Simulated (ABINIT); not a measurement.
## SiTe2 (Fm-3m): phonons by linear response

How does SiTe2 (Fm-3m) vibrate, and is this structure a minimum?

Calculated with ABINIT 10.8.3; DFT LDA, scalar-relativistic, plane waves, HGH norm-conserving pseudopotentials.

This is a report of a sequence of runs, with most program output left out.

The structure was built from a prototype and need not be the compound's stable phase.

## Step 1: The structure

It takes space group Fm-3m (No. 225, cubic). The conventional cell has a = 6.208 Å, b = 6.208 Å, c = 6.208 Å, α = 90.00°, β = 90.00°, γ = 90.00°. Si has 8 Te at 2.69 Å nearest. Nearest to Te lie 4 Si at 2.69 Å and 6 Te at 3.10 Å. Farther neighbours and most contacts between anions are not listed.

## Step 2: A probe with smearing

A first run with smearing and empty bands tells whether the crystal has a gap, which decides between fixed occupations and smearing later on.

Input file probe.abi:

```
# ground state
tolvrs 1.0d-08
prtden 1
prtwf 1
prtpot 1

# basis, mesh and filling
ecut 20.0
ixc 7
ngkpt 6 6 6
nshiftk 1
shiftk 0.0 0.0 0.0
istwfk *1
occopt 7
tsmear 0.005
nband 14
nstep 100
diemac 9.0
prtebands 0
prtgsr 0
useylm 1

# cell and atoms
acell 8.295847526 8.295847526 8.295847526
rprim 
    0.0 0.7071067812 0.7071067812
    0.7071067812 0.0 0.7071067812
    0.7071067812 0.7071067812 0.0
ntypat 2
znucl 14 52
natom 3
typat 1 2 2
xred 
    0.0 0.0 0.0
    0.25 0.25 0.25
    0.75 0.75 0.75
pp_dirpath "./pseudo"
pseudos "Si.hgh, Te.hgh"
```

On the command line:

```
$ OMP_NUM_THREADS=1 mpirun -n 2 abinit probe.abi > probe.log
```

Wall time 7 s (2 MPI ranks of AMD EPYC 7B13 (Zen 3), shared host); 13 s of CPU time.

This step gave:

* volume per atom: 19.94 Å³
* pressure: 29.10 GPa
* gap on the k-mesh: 0 eV

No gap opens on this mesh, so smearing is kept; the printed pressure holds the stress of the finite basis too.

## Step 3: Rough relaxation

The typed start is rough, so a first relaxation with smearing and loose thresholds takes it towards rest cheaply.

Input file prerelax.abi:

```
# relaxation
ionmov 2
optcell 2
dilatmx 1.15
chkdilatmx 0
ntime 40
tolmxf 3.0d-04
tolvrs 1.0d-10
prtwf 0
prtden 0
chksymtnons 0

# basis, mesh and filling
ecut 21.0
ecutsm 3.0
ixc 7
ngkpt 4 4 4
nshiftk 1
shiftk 0.0 0.0 0.0
istwfk *1
occopt 7
tsmear 0.005
nband 14
nstep 100
diemac 1000000.0
prtebands 0
prtgsr 0
useylm 1

# cell and atoms
acell 8.295847526 8.295847526 8.295847526
rprim 
    0.0 0.7071067812 0.7071067812
    0.7071067812 0.0 0.7071067812
    0.7071067812 0.7071067812 0.0
ntypat 2
znucl 14 52
natom 3
typat 1 2 2
xred 
    0.0 0.0 0.0
    0.25 0.25 0.25
    0.75 0.75 0.75
pp_dirpath "./pseudo"
pseudos "Si.hgh, Te.hgh"
```

On the command line:

```
$ OMP_NUM_THREADS=1 mpirun -n 2 abinit prerelax.abi > prerelax.log
```

It took 18 s on 2 MPI ranks.

Relaxation path:

```
step  energy less that of the first step (eV)  largest force (eV/Å)  volume (Å³)
   1                                   0.0000                0.0000        59.82
   2                                  -0.7181                0.0000        65.11
   3                                  -1.2643                0.0000        74.72
   4                                  -1.3068                0.0000        78.05
   5                                  -1.3091                0.0000        79.00
```

```
conventional cell, symmetrised  before  after   change
                         a (Å)   6.208  6.811   +9.7 %
                         b (Å)   6.208  6.811   +9.7 %
                         c (Å)   6.208  6.811   +9.7 %
              volume (Å³/atom)   19.94  26.33  +32.1 %
```

Final coordinates:

```
Si Te
1.0
     0.00000    3.40564    3.40564
     3.40564    0.00000    3.40564
     3.40564    3.40564    0.00000
Si Te
1 2
Direct
  0.00000 0.00000 0.00000
  0.25000 0.25000 0.25000
  0.75000 0.75000 0.75000
```

This step gave:

| Quantity | Value |
| --- | --- |
| volume per atom | 26.33 Å³ |
| pressure | 0.05224 GPa |

The volume changes by +32.1 % in this run and stands +32.1 % from the first cell.

## Step 4: Rough relaxation

The cell changed much, so the rough relaxation is repeated on a basis made for the new cell.

Changes to prerelax.abi since step 3:

```diff
@@ -30,3 +30,3 @@
 # cell and atoms
-acell 8.295847526 8.295847526 8.295847526
+acell 9.101491363 9.101491363 9.101491363
 rprim
```

It took 6.5 s on 2 MPI ranks.

Little changed from the start: no atom moved by 0.005 Å and no cell edge by 0.1 %.

The volume changes by +0.0 % in this run and stands +32.1 % from the first cell.

## Step 5: Relaxation

The harmonic expansion needs vanishing forces, and a free crystal bears no stress, so cell and atoms are brought to rest. Stress is more sensitive to the basis than forces are: the last 3 Ha under the cutoff are smoothed with ecutsm, and the cutoff is raised above that of the later runs.

relax.abi, as its differences from prerelax.abi of step 4:

```diff
@@ -3,7 +3,6 @@
 optcell 2
-dilatmx 1.15
-chkdilatmx 0
+dilatmx 1.08
 ntime 40
-tolmxf 3.0d-04
-tolvrs 1.0d-10
+tolmxf 1.0d-05
+tolvrs 1.0d-14
 prtwf 0
@@ -13,6 +12,6 @@
 # basis, mesh and filling
-ecut 21.0
+ecut 26.0
 ecutsm 3.0
 ixc 7
-ngkpt 4 4 4
+ngkpt 6 6 6
 nshiftk 1
@@ -20,4 +19,4 @@
 istwfk *1
-occopt 7
-tsmear 0.005
+occopt 6
+tsmear 0.01
 nband 14
```

On the command line:

```
$ OMP_NUM_THREADS=1 mpirun -n 2 abinit relax.abi > relax.log
```

Elapsed: 38 s, on 2 MPI ranks.

Little changed from the start: no atom moved by 0.005 Å and no cell edge by 0.1 %.

Numbers from this step:

| Property | Result |
| --- | --- |
| volume per atom | 26.36 Å³ |
| pressure | 7.76e-5 GPa |

The volume changes by +0.1 % in this run and stands +32.2 % from the first cell.

## Step 6: Ground state

First-order wavefunctions inherit every error of the ground state, hence the very tight tolvrs. Smearing stays on, as the first look found no gap above 0.3 eV.

Input file gs.abi:

```
# ground state
tolvrs 1.0d-16
prtden 1
prtwf 1
prtpot 1

# basis, mesh and filling
ecut 20.0
ixc 7
ngkpt 6 6 6
nshiftk 1
shiftk 0.0 0.0 0.0
istwfk *1
occopt 6
tsmear 0.01
nband 14
nstep 100
diemac 1000000.0
prtebands 0
prtgsr 0
useylm 1

# cell and atoms
acell 9.104677979 9.104677979 9.104677979
rprim 
    0.0 0.7071067812 0.7071067812
    0.7071067812 0.0 0.7071067812
    0.7071067812 0.7071067812 0.0
ntypat 2
znucl 14 52
natom 3
typat 1 2 2
xred 
    0.0 0.0 0.0
    0.25 0.25 0.25
    0.75 0.75 0.75
pp_dirpath "./pseudo"
pseudos "Si.hgh, Te.hgh"
```

On the command line:

```
$ OMP_NUM_THREADS=1 mpirun -n 2 abinit gs.abi > gs.log
```

Elapsed: 9.2 s, on 2 MPI ranks.

Numbers from this step:

```yaml
pressure: -0.1572 GPa
```

The cell stands at -0.16 GPa: the relaxation ran with a smoothed and higher cutoff, and the difference is a stress of the finite basis.

## Step 7: Linear response at Γ

At q = 0 one unit cell holds all displacements. The response is solved for single atoms along the cell's directions, and symmetry skips those that follow from others. The crystal is treated as a metal, which screens a static field, so no field response is asked.

Input file dfpt_gamma.abi:

```

# common to the responses
getwfk_filepath "gso_WFK"
kptopt 2
nqpt 1
qpt 0.0 0.0 0.0
asr 0
chneut 0

# displacements
rfphon 1
rfatpol 1 3
rfdir 1 1 1
tolvrs 1.0d-10
prtwf 0

# basis, mesh and filling
ecut 20.0
ixc 7
ngkpt 6 6 6
nshiftk 1
shiftk 0.0 0.0 0.0
istwfk *1
occopt 6
tsmear 0.01
nband 14
nstep 100
diemac 1000000.0
prtebands 0
prtgsr 0
useylm 1

# cell and atoms
acell 9.104677979 9.104677979 9.104677979
rprim 
    0.0 0.7071067812 0.7071067812
    0.7071067812 0.0 0.7071067812
    0.7071067812 0.7071067812 0.0
ntypat 2
znucl 14 52
natom 3
typat 1 2 2
xred 
    0.0 0.0 0.0
    0.25 0.25 0.25
    0.75 0.75 0.75
pp_dirpath "./pseudo"
pseudos "Si.hgh, Te.hgh"
```

On the command line:

```
$ OMP_NUM_THREADS=1 mpirun -n 2 abinit dfpt_gamma.abi > dfpt_gamma.log
```

The job ended after 59 s (2 MPI ranks).

This step gave:

* largest acoustic frequency at the zone centre before the sum rule: 0.39 cm⁻¹
* highest optical zone-centre mode (no LO-TO term): 104.7 cm⁻¹
* lowest optical zone-centre mode: 101 cm⁻¹

The acoustic modes at Γ come out as far as 0.4 cm⁻¹ from zero, where they should vanish, a small numerical error.

## Step 8: Phonons on a q mesh

Linear response treats each wavevector in the unit cell, with no supercell; the 2×2×2 mesh fixes the range of the force constants to be had.

Input file dfpt_q.abi:

```
ndtset 2

# wavevectors
qpt1 0.5 0.0 0.0
qpt2 0.5 0.5 0.0

# displacements
getwfk_filepath "gso_WFK"
getwfq_filepath "gso_WFK"
kptopt 3
nqpt 1
rfphon 1
rfatpol 1 3
rfdir 1 1 1
tolvrs 1.0d-10
prtwf 0

# basis, mesh and filling
ecut 20.0
ixc 7
ngkpt 6 6 6
nshiftk 1
shiftk 0.0 0.0 0.0
istwfk *1
occopt 6
tsmear 0.01
nband 14
nstep 100
diemac 1000000.0
prtebands 0
prtgsr 0
useylm 1

# cell and atoms
acell 9.104677979 9.104677979 9.104677979
rprim 
    0.0 0.7071067812 0.7071067812
    0.7071067812 0.0 0.7071067812
    0.7071067812 0.7071067812 0.0
ntypat 2
znucl 14 52
natom 3
typat 1 2 2
xred 
    0.0 0.0 0.0
    0.25 0.25 0.25
    0.75 0.75 0.75
pp_dirpath "./pseudo"
pseudos "Si.hgh, Te.hgh"
```

On the command line:

```
$ OMP_NUM_THREADS=1 mpirun -n 2 abinit dfpt_q.abi > dfpt_q.log
```

Wall time 10 min (2 MPI ranks); 20 min of CPU time.

Read from the output:

| Property | Result |
| --- | --- |
| lowest mode on the q mesh (acoustic ones at the zone centre apart) | -78.6 cm⁻¹ |

Frequencies (cm⁻¹) before the sum rule at the irreducible wavevectors but Γ, which is solved apart; negative means imaginary. Frequencies by wavevector:

```
q (fractions)  star  mode 1  mode 2  mode 3  mode 4  mode 5  mode 6  mode 7  mode 8  mode 9
      0.5 0 0     4  -47.19    8.59    8.59   50.58   75.41   75.41   103.9   103.9   116.5
    0.5 0.5 0     3   -78.6  -18.42  -18.42   39.42   39.42   99.79   109.6   109.6   114.7
```

## Step 9: Dispersion

anaddb transforms the dynamical matrices to force constants and back along the path; points of the mesh come back as solved, but for the sum rule and, in polar crystals, the LO-TO term at Γ; the rest is interpolation.

Input file anaddb.abi:

```
ddb_filepath "all_DDB"
output_file "anaddb.abo"
outdata_prefix "anaddb"
ifcflag 1
ngqpt 2 2 2
nqshft 1
q1shft 0.0 0.0 0.0
asr 1
chneut 0
dipdip 0
dipquad 0
quadquad 0
enunit 0
eivec 0
nph1l 62
qph1l 
    0.0 0.0 0.0 1.0
    0.05 0.0 0.05 1.0
    0.1 0.0 0.1 1.0
    0.15 0.0 0.15 1.0
    0.2 0.0 0.2 1.0
    0.25 0.0 0.25 1.0
    0.3 0.0 0.3 1.0
    0.35 0.0 0.35 1.0
    0.4 0.0 0.4 1.0
    0.45 0.0 0.45 1.0
    0.5 0.0 0.5 1.0
    0.5125 0.025 0.5125 1.0
    0.525 0.05 0.525 1.0
    0.5375 0.075 0.5375 1.0
    0.55 0.1 0.55 1.0
    0.5625 0.125 0.5625 1.0
    0.575 0.15 0.575 1.0
    0.5875 0.175 0.5875 1.0
    0.6 0.2 0.6 1.0
    0.6125 0.225 0.6125 1.0
    0.625 0.25 0.625 1.0
    0.375 0.375 0.75 1.0
    0.3375 0.3375 0.675 1.0
    0.3 0.3 0.6 1.0
    0.2625 0.2625 0.525 1.0
    0.225 0.225 0.45 1.0
    0.1875 0.1875 0.375 1.0
    0.15 0.15 0.3 1.0
    0.1125 0.1125 0.225 1.0
    0.075 0.075 0.15 1.0
    0.0375 0.0375 0.075 1.0
    0.0 0.0 0.0 1.0
    0.05 0.05 0.05 1.0
    0.1 0.1 0.1 1.0
    0.15 0.15 0.15 1.0
    0.2 0.2 0.2 1.0
    0.25 0.25 0.25 1.0
    0.3 0.3 0.3 1.0
    0.35 0.35 0.35 1.0
    0.4 0.4 0.4 1.0
    0.45 0.45 0.45 1.0
    0.5 0.5 0.5 1.0
    0.5 0.475 0.525 1.0
    0.5 0.45 0.55 1.0
    0.5 0.425 0.575 1.0
    0.5 0.4 0.6 1.0
    0.5 0.375 0.625 1.0
    0.5 0.35 0.65 1.0
    0.5 0.325 0.675 1.0
    0.5 0.3 0.7 1.0
    0.5 0.275 0.725 1.0
    0.5 0.25 0.75 1.0
    0.5 0.225 0.725 1.0
    0.5 0.2 0.7 1.0
    0.5 0.175 0.675 1.0
    0.5 0.15 0.65 1.0
    0.5 0.125 0.625 1.0
    0.5 0.1 0.6 1.0
    0.5 0.075 0.575 1.0
    0.5 0.05 0.55 1.0
    0.5 0.025 0.525 1.0
    0.5 0.0 0.5 1.0
```

Input file mrgddb.in:

```
all_DDB
merged
3
dfpt_gammao_DDB
dfpt_qo_DS1_DDB
dfpt_qo_DS2_DDB
```

On the command line:

```
$ mrgddb < mrgddb.in > mrgddb.log
$ OMP_NUM_THREADS=1 anaddb anaddb.abi > anaddb.log
```

Elapsed: 0.72 s, on 1 thread.

Read from the output:

* lowest frequency on the path: -78.61 cm⁻¹

Anaddb. The phonon branches at the labelled points (cm⁻¹):

```
    point  branch 1  branch 2  branch 3  branch 4  branch 5  branch 6  branch 7  branch 8  branch 9
        Γ         0         0         0       101       101       101       105       105       105
  halfway         5         5        39        67        68        68       111       111       113
        X       -79       -18       -18        39        39       100       110       110       115
  halfway       -76         7         8        32        39        97       109       110       113
        U       -68        -7        32        32        40        91       107       110       112
jump to K       -68        -7        32        32        40        91       107       110       112
  halfway       -30        42        47        47        74        75       105       105       117
        Γ         0         0         0       101       101       101       105       105       105
  halfway        24        24        26        62        84        84       106       106       114
        L       -47         9         9        51        75        75       104       104       116
  halfway       -45       -44        30        52        61        78       106       107       114
        W       -55       -51         7        47        47        93       106       106       113
  halfway       -73       -12        13        29        43        96       107       112       112
        X       -79       -18       -18        39        39       100       110       110       115
```

The path dips to 79i cm⁻¹.

## Step 10: Sums over the zone

Sums over the zone need many more wavevectors than were solved, so the interpolation is sampled on a dense mesh.

Input file anaddb.abi:

```
ddb_filepath "all_DDB"
output_file "anaddb.abo"
outdata_prefix "anaddb"
ifcflag 1
ngqpt 2 2 2
nqshft 1
q1shft 0.0 0.0 0.0
asr 1
chneut 0
dipdip 0
dipquad 0
quadquad 0
prtdos 2
ng2qpt 11 11 11
dosdeltae 4.5563e-06
ntemper 11
temperinc 100.0
tempermin 0.0
```

On the command line:

```
$ OMP_NUM_THREADS=1 anaddb anaddb.abi > anaddb.log
```

Wall time 0.76 s (1 thread).

This step gave:

* share of modes beyond 3i cm⁻¹ on the dense interpolated mesh: 0.1739

The phonon density of states has structure finer than the step of the table below, so its rows give means over 10 cm⁻¹, whole bins alone (the curve runs from -109 to 146 cm⁻¹). Peaks (cm⁻¹: height): 72.4: 0.107, 106.4: 0.553, 115.4: 0.315.

Tetrahedra. Table of phonon density of states by wavenumber; means over each step:

wavenumber (cm⁻¹), phonon density of states (1/cm⁻¹/cell) and a bar:
```
      -90      0.000 
      -80      0.001 
      -70      0.009 #
      -60      0.019 ##
      -50      0.024 ###
      -40      0.029 ####
      -30      0.032 ####
      -20      0.021 ###
      -10      0.018 ##
        0      0.017 ##
       10      0.022 ###
       20      0.043 #####
       30      0.050 ######
       40      0.051 ######
       50      0.061 ########
       60      0.061 ########
       70      0.054 #######
       80      0.053 #######
       90      0.033 ####
      100      0.022 ###
      110      0.238 ##############################
      120      0.036 #####
      130      0.000
```

## Step 11: Outcome

```
space group after relaxation                                       : Fm-3m
volume per atom                                                    : 26.4 Å³
highest optical zone-centre mode (no LO-TO term)                   : 104.7 cm⁻¹
lowest optical zone-centre mode                                    : 101 cm⁻¹
q mesh                                                             : 2×2×2
lowest mode on the q mesh (acoustic ones at the zone centre apart) : -78.6 cm⁻¹
imaginary modes on the q mesh                                      : yes
```

In words: SiTe2 (Fm-3m) is unstable: a mode solved on the 2×2×2 mesh is imaginary, 79i cm⁻¹; its spectrum reaches 117 cm⁻¹. At the LDA level the optical modes of SiTe2 (Fm-3m) at the zone centre run from 101 to 105 cm⁻¹. The most unstable solved mode lies at q = (0.5, 0.5, 0), on the zone boundary, so the distortion that it points to doubles the cell. These are harmonic frequencies at zero temperature: anharmonic shifts and linewidths and thermal expansion are left out. Spin-orbit coupling is left out, which can matter for the heavy elements here. In a metal the frequencies hang on the k mesh and the smearing, most of all near Kohn anomalies. The structure is a hypothetical one, built on a prototype.

[Host names and launcher messages were left out of these logs when they were recorded.]

[Logs are printed without paths, hosts, clocks, repeated set-up lines and the standing remarks that a program may print on its own settings, such as how far it seeks lower states.]

[Hosts, paths, dates, database ids (printed as entryN), source tags and the programs' standing remarks are cut or masked in the printed files.]
